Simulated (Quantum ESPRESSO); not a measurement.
**Al (Fm-3m): a volume series of phonon spectra**

Which modes of Al drive its thermal expansion?

Measurements to reproduce:
- volume expansion coefficient 69 1e-6/K and heat capacity C_P per formula unit 24.2 J/mol/K near room temperature (given in “High-Throughput Prediction of Finite-Temperature Properties using the Quasi-Harmonic Approximation”, 2016, arXiv:1603.06924)

Calculated with Quantum ESPRESSO 7.5; DFT PBEsol, scalar-relativistic, plane waves, GBRV ultrasoft pseudopotentials.

**1. Set-up**

Symmetry: Fm-3m, No. 225, cubic system. Conventional cell: a = 4.050 Å, b = 4.050 Å, c = 4.050 Å, α = 90.00°, β = 90.00°, γ = 90.00°. Nearest to Al lie 12 Al at 2.86 Å.

Structure file:

```cif
data_structure
_symmetry_space_group_name_H-M 'P 1'
_symmetry_Int_Tables_number 1
_cell_length_a 2.8635
_cell_length_b 2.8635
_cell_length_c 2.8635
_cell_angle_alpha 60.000
_cell_angle_beta 60.000
_cell_angle_gamma 60.000
_cell_volume 16.60
loop_
_atom_site_label
_atom_site_type_symbol
_atom_site_fract_x
_atom_site_fract_y
_atom_site_fract_z
_atom_site_occupancy
Al1 Al 0.00000 0.00000 0.00000 1
```

**2. A first coarse run**

A cheap single point shows whether the cell is a metal or an insulator and how far it is from rest; that sets the k-mesh and the occupations of what follows.

probe.in reads:

```
&CONTROL
  calculation = 'scf'
  prefix      = 'x'
  outdir      = './tmp'
  pseudo_dir  = './pseudo'
  tprnfor     = .true.
  tstress     = .true.
  verbosity   = 'high'
/
&SYSTEM
  ibrav       = 0
  nat         = 1
  ntyp        = 1
  ecutwfc     = 30.0
  ecutrho     = 180.0
  occupations = 'smearing'
  smearing    = 'gaussian'
  degauss     = 0.01
/
&ELECTRONS
  conv_thr         = 1.0d-07
  mixing_beta      = 0.7
  electron_maxstep = 100
/
ATOMIC_SPECIES
 Al     26.9815  Al.upf
CELL_PARAMETERS angstrom
     0.000000000    2.024805000    2.024805000
     2.024805000    0.000000000    2.024805000
     2.024805000    2.024805000    0.000000000
ATOMIC_POSITIONS crystal
 Al     0.000000000   0.000000000   0.000000000
K_POINTS automatic
 8 8 8 0 0 0
```

Command:

```
> OMP_NUM_THREADS=1 mpirun -n 4 pw.x -nk 4 -in probe.in > probe.out
```

The program printed:

```text
Program PWSCF v.7.5

     This program is part of the open-source Quantum ESPRESSO suite
     for quantum simulation of materials; please cite
         "P. Giannozzi et al., J. Phys.:Condens. Matter 21 395502 (2009);
         "P. Giannozzi et al., J. Phys.:Condens. Matter 29 465901 (2017);
         "P. Giannozzi et al., J. Chem. Phys. 152 154105 (2020);
     in publications or presentations arising from this work. More details at

     Message from routine setup:
     using ibrav=0 with symmetry is DISCOURAGED, use correct ibrav instead

     G-vector sticks info
     --------------------
     sticks:   dense  smooth     PW     G-vecs:    dense   smooth      PW
     Sum         367     241     85                 4621     2445     531

     Using Slab Decomposition

     bravais-lattice index     =            0
     lattice parameter (alat)  =       5.4112  a.u.
     unit-cell volume          =     112.0408 (a.u.)^3
     number of atoms/cell      =            1
     number of atomic types    =            1
     number of electrons       =         3.00
     number of Kohn-Sham states=            6
     kinetic-energy cutoff     =      30.0000  Ry
     charge density cutoff     =     180.0000  Ry
     scf convergence threshold =      1.0E-07
     mixing beta               =       0.7000
     number of iterations used =            8  plain     mixing
     Exchange-correlation= SLA  PW   PSX  PSC
                           (   1   4  10   8   0   0   0)

     celldm(1)=   5.411243  celldm(2)=   0.000000  celldm(3)=   0.000000
     celldm(4)=   0.000000  celldm(5)=   0.000000  celldm(6)=   0.000000

     crystal axes: (cart. coord. in units of alat)
               a(1) = (   0.000000   0.707107   0.707107 )
               a(2) = (   0.707107   0.000000   0.707107 )
               a(3) = (   0.707107   0.707107   0.000000 )

     reciprocal axes: (cart. coord. in units 2 pi/alat)
               b(1) = ( -0.707107  0.707107  0.707107 )
               b(2) = (  0.707107 -0.707107  0.707107 )
               b(3) = (  0.707107  0.707107 -0.707107 )

     PseudoPot. # 1 for Al read from file:
     ./pseudo/Al.upf
     Pseudo is Ultrasoft + core correction, Zval =  3.0
     Using radial grid of  893 points,  3 beta functions with:
                l(1) =   0
                l(2) =   1
                l(3) =   2
     Q(r) pseudized with  8 coefficients,  rinner =    0.900   0.900   0.900
                                                       0.900   0.900

     atomic species   valence    mass     pseudopotential
     Al                3.00    26.98150     Al( 1.00)

     48 Sym. Ops., with inversion, found

                                    s                        frac. trans.

      isym =  1     identity

 cryst.   s( 1) = (     1          0          0      )
                  (     0          1          0      )
                  (     0          0          1      )

 cart.    s( 1) = (  1.0000000 -0.0000000  0.0000000 )
                  ( -0.0000000  1.0000000  0.0000000 )
                  ( -0.0000000  0.0000000  1.0000000 )

      isym =  2     180 deg rotation - cart. axis [0,0,1]

 cryst.   s( 2) = (     0          1         -1      )
                  (     1          0         -1      )
                  (     0          0         -1      )

 cart.    s( 2) = ( -1.0000000  0.0000000  0.0000000 )
                  (  0.0000000 -1.0000000  0.0000000 )
                  (  0.0000000 -0.0000000  1.0000000 )

      isym =  3     180 deg rotation - cart. axis [0,1,0]

 cryst.   s( 3) = (     0         -1          1      )
                  (     0         -1          0      )
                  (     1         -1          0      )

 cart.    s( 3) = ( -1.0000000 -0.0000000 -0.0000000 )
                  (  0.0000000  1.0000000 -0.0000000 )
                  (  0.0000000  0.0000000 -1.0000000 )

      isym =  4     180 deg rotation - cart. axis [1,0,0]

 cryst.   s( 4) = (    -1          0          0      )
                  (    -1          0          1      )
                  (    -1          1          0      )

 cart.    s( 4) = (  1.0000000  0.0000000 -0.0000000 )
                  ( -0.0000000 -1.0000000 -0.0000000 )
                  ( -0.0000000 -0.0000000 -1.0000000 )

      isym =  5     180 deg rotation - cart. axis [1,1,0]

 cryst.   s( 5) = (    -1          0          1      )
[...]
cart.    s( 5) = ( -0.0000000  1.0000000 -0.0000000 )
[...]
isym =  6     180 deg rotation - cart. axis [1,-1,0]

 cryst.   s( 6) = (     0         -1          0      )
[...]
cart.    s( 6) = (  0.0000000 -1.0000000 -0.0000000 )
[...]
isym =  7      90 deg rotation - cart. axis [0,0,-1]

 cryst.   s( 7) = (     0          1          0      )
[...]
cart.    s( 7) = (  0.0000000  1.0000000  0.0000000 )
[...]
isym =  8      90 deg rotation - cart. axis [0,0,1]

 cryst.   s( 8) = (     1          0         -1      )
[...]
cart.    s( 8) = ( -0.0000000 -1.0000000  0.0000000 )
[...]
isym =  9     180 deg rotation - cart. axis [1,0,1]

 cryst.   s( 9) = (    -1          1          0      )
[...]
cart.    s( 9) = (  0.0000000  0.0000000  1.0000000 )
[...]
isym = 10     180 deg rotation - cart. axis [-1,0,1]

 cryst.   s(10) = (     0          0         -1      )
[...]
cart.    s(10) = ( -0.0000000  0.0000000 -1.0000000 )
[...]
isym = 11      90 deg rotation - cart. axis [0,1,0]

 cryst.   s(11) = (     0          0          1      )
[...]
cart.    s(11) = ( -0.0000000 -0.0000000  1.0000000 )
[...]
isym = 12      90 deg rotation - cart. axis [0,-1,0]

 cryst.   s(12) = (     1         -1          0      )
[...]
cart.    s(12) = (  0.0000000 -0.0000000 -1.0000000 )
[...]
isym = 13     180 deg rotation - cart. axis [0,1,1]

 cryst.   s(13) = (     1          0          0      )
[...]
cart.    s(13) = ( -1.0000000  0.0000000 -0.0000000 )
[...]
isym = 14     180 deg rotation - cart. axis [0,1,-1]

 cryst.   s(14) = (    -1          0          0      )
[...]
cart.    s(14) = ( -1.0000000 -0.0000000  0.0000000 )
[...]
isym = 15      90 deg rotation - cart. axis [-1,0,0]

 cryst.   s(15) = (     0         -1          1      )
[...]
k = 0.2652 0.2652-0.2652 (   308 PWs)   bands (ev):

     0.4296   6.9177  18.4804  18.4804  20.4137  20.4137

     occupation numbers
     1.0000   1.0000   0.0000   0.0000   0.0000   0.0000

          k =-0.3536-0.3536 0.3536 (   302 PWs)   bands (ev):

     3.1860   3.4188  18.9864  18.9864  19.2064  19.2065

     occupation numbers
     1.0000   1.0000   0.0000   0.0000   0.0000   0.0000

          k = 0.1768 0.0000 0.0000 (   307 PWs)   bands (ev):

    -2.7728  17.6004  17.6004  17.9289  20.4444  22.3052

     occupation numbers
     1.0000   0.0000   0.0000   0.0000   0.0000   0.0000

          k = 0.2652 0.0884-0.0884 (   308 PWs)   bands (ev):

    -1.7915  13.0592  16.5423  18.0683  19.2546  21.7142

     occupation numbers
     1.0000   0.0000   0.0000   0.0000   0.0000   0.0000

          k = 0.3536 0.1768-0.1768 (   317 PWs)   bands (ev):

     0.0151   8.6136  16.1952  16.9293  17.8760  23.8283

     occupation numbers
     1.0000   0.0000   0.0000   0.0000   0.0000   0.0000

          k =-0.2652-0.4419 0.4419 (   312 PWs)   bands (ev):

[...]
occupation numbers
[...]
k =-0.1768-0.3536 0.3536 (   308 PWs)   bands (ev):

[...]
occupation numbers
[...]
k =-0.0884-0.2652 0.2652 (   309 PWs)   bands (ev):

[...]
occupation numbers
[...]
k = 0.0000-0.1768 0.1768 (   317 PWs)   bands (ev):

[...]
occupation numbers
[...]
k = 0.3536 0.0000 0.0000 (   311 PWs)   bands (ev):

[...]
occupation numbers
[...]
k = 0.4419 0.0884-0.0884 (   316 PWs)   bands (ev):

[...]
occupation numbers
[...]
k =-0.1768-0.5303 0.5303 (   311 PWs)   bands (ev):

[...]
occupation numbers
[...]
k =-0.0884-0.4419 0.4419 (   307 PWs)   bands (ev):

[...]
occupation numbers
[...]
k = 0.0000-0.3536 0.3536 (   315 PWs)   bands (ev):

[...]
k = 0.5303-0.0000 0.0000 (   322 PWs)   bands (ev):

[...]
k =-0.0884-0.6187 0.6187 (   314 PWs)   bands (ev):

[...]
k = 0.0000-0.5303 0.5303 (   308 PWs)   bands (ev):

[...]
k =-0.7071 0.0000 0.0000 (   302 PWs)   bands (ev):

[...]
k = 0.3536 0.1768 0.0000 (   311 PWs)   bands (ev):

[...]
occupation numbers
[...]
k =-0.2652-0.4419 0.6187 (   313 PWs)   bands (ev):

[...]
occupation numbers
[...]
k =-0.1768-0.3536 0.5303 (   308 PWs)   bands (ev):

[...]
occupation numbers
[...]
k =-0.1768-0.5303 0.7071 (   309 PWs)   bands (ev):

[...]
occupation numbers
[...]
k =-0.0884-0.4419 0.6187 (   308 PWs)   bands (ev):

[...]
occupation numbers
[...]
k = 0.0000-0.3536 0.5303 (   311 PWs)   bands (ev):

[...]
occupation numbers
     1.0000   0.9998   0.0000   0.0000   0.0000   0.0000

          k =-0.7071 0.1768-0.0000 (   308 PWs)   bands (ev):

     5.3782   6.7235   9.5536  11.0017  17.8591  19.7772

     occupation numbers
     1.0000   1.0000   0.0000   0.0000   0.0000   0.0000

          k =-0.7071 0.3536 0.0000 (   308 PWs)   bands (ev):

     6.9454   6.9454   7.9659   8.8193  23.4704  23.8195

     occupation numbers
     1.0000   1.0000   0.0576   0.0000   0.0000   0.0000

     the Fermi energy is     7.8143 ev

!    total energy              =      -6.66385481 Ry
     estimated scf accuracy    <          7.4E-09 Ry
     smearing contrib. (-TS)   =      -0.00031316 Ry
     internal energy E=F+TS    =      -6.66354164 Ry

     The total energy is F=E-TS. E is the sum of the following terms:
     one-electron contribution =       2.96875295 Ry
     hartree contribution      =       0.00858931 Ry
     xc contribution           =      -4.24879900 Ry
     ewald contribution        =      -5.39208491 Ry

     convergence has been achieved in   4 iterations

     Forces acting on atoms (cartesian axes, Ry/au):

     atom    1 type  1   force =     0.00000000    0.00000000    0.00000000
     The non-local contrib.  to forces
     atom    1 type  1   force =     0.00000000    0.00000000   -0.00000000
     The ionic contribution  to forces
     atom    1 type  1   force =    -0.00000000   -0.00000000   -0.00000000
     The local contribution  to forces
     atom    1 type  1   force =     0.00000000    0.00000000   -0.00000000
     The core correction contribution to forces
     atom    1 type  1   force =     0.00000000   -0.00000000   -0.00000000
     The Hubbard contrib.    to forces
     atom    1 type  1   force =     0.00000000    0.00000000    0.00000000
     The SCF correction term to forces
     atom    1 type  1   force =     0.00000000    0.00000000    0.00000000

     Total force =     0.000000     Total SCF correction =     0.000000

     Computing stress (Cartesian axis) and pressure

          total   stress  (Ry/bohr**3)                   (kbar)     P=      -20.21
  -0.00013740  -0.00000000  -0.00000000          -20.21       -0.00       -0.00
  -0.00000000  -0.00013740  -0.00000000           -0.00      -20.21       -0.00
  -0.00000000  -0.00000000  -0.00013740           -0.00       -0.00      -20.21

     kinetic stress (kbar)   1525.71      0.00      0.00
                                0.00   1525.71      0.00
                                0.00      0.00   1525.71

     local   stress (kbar)    362.70     -0.00      0.00
                               -0.00    362.70     -0.00
                                0.00     -0.00    362.70

     nonloc. stress (kbar)   1262.85      0.00      0.00
                                0.00   1262.85      0.00
                                0.00      0.00   1262.85

     hartree stress (kbar)      3.76      0.00      0.00
                                0.00      3.76      0.00
                                0.00      0.00      3.76

     exc-cor stress (kbar)   2594.14      0.00     -0.00
                                0.00   2594.14     -0.00
                               -0.00     -0.00   2594.14

     corecor stress (kbar)  -3409.51     -0.00     -0.00
                               -0.00  -3409.51     -0.00
                               -0.00     -0.00  -3409.51

     ewald   stress (kbar)  -2359.86      0.00      0.00
                                0.00  -2359.86      0.00
                                0.00      0.00  -2359.86

     hubbard stress (kbar)      0.00      0.00      0.00
                                0.00      0.00      0.00
                                0.00      0.00      0.00

     DFT-D   stress (kbar)      0.00      0.00      0.00
[...]
XDM     stress (kbar)      0.00      0.00      0.00
[...]
dft-nl  stress (kbar)      0.00      0.00      0.00
                                0.00      0.00      0.00
                                0.00      0.00      0.00

     TS-vdW  stress (kbar)      0.00      0.00      0.00
                                0.00      0.00      0.00
                                0.00      0.00      0.00

     MDB     stress (kbar)      0.00      0.00      0.00
                                0.00      0.00      0.00
                                0.00      0.00      0.00

     3D-RISM stress (kbar)      0.00      0.00      0.00
                                0.00      0.00      0.00
                                0.00      0.00      0.00

     Writing all to output data dir ./tmp/x.save/ :
     XML data file, charge density, pseudopotentials, collected wavefunctions

   JOB DONE.
```

Elapsed: 1.5 s, on 4 MPI ranks of Intel Xeon 6975P-C (Granite Rapids), shared host.

Numbers from this step:

| Item | Value |
| --- | --- |
| volume per atom | 16.60 Å³ |
| pressure | -2.021 GPa |
| gap on the k-mesh | 0 eV |

The start is under -2.0 GPa at this level and looks like a metal on this mesh.

[end of part 1 of 7]

[Logs are printed without paths, hosts, clocks, repeated set-up lines and the standing remarks that a program may print on its own settings, such as how far it seeks lower states.]

[Hosts, paths, dates, database ids (printed as entryN), source tags and the programs' standing remarks are cut or masked in the printed files.]

[A step with changed settings may run another functional than the one named; its input shows which.]

[Of the runs on displaced cells, only some may be shown.]
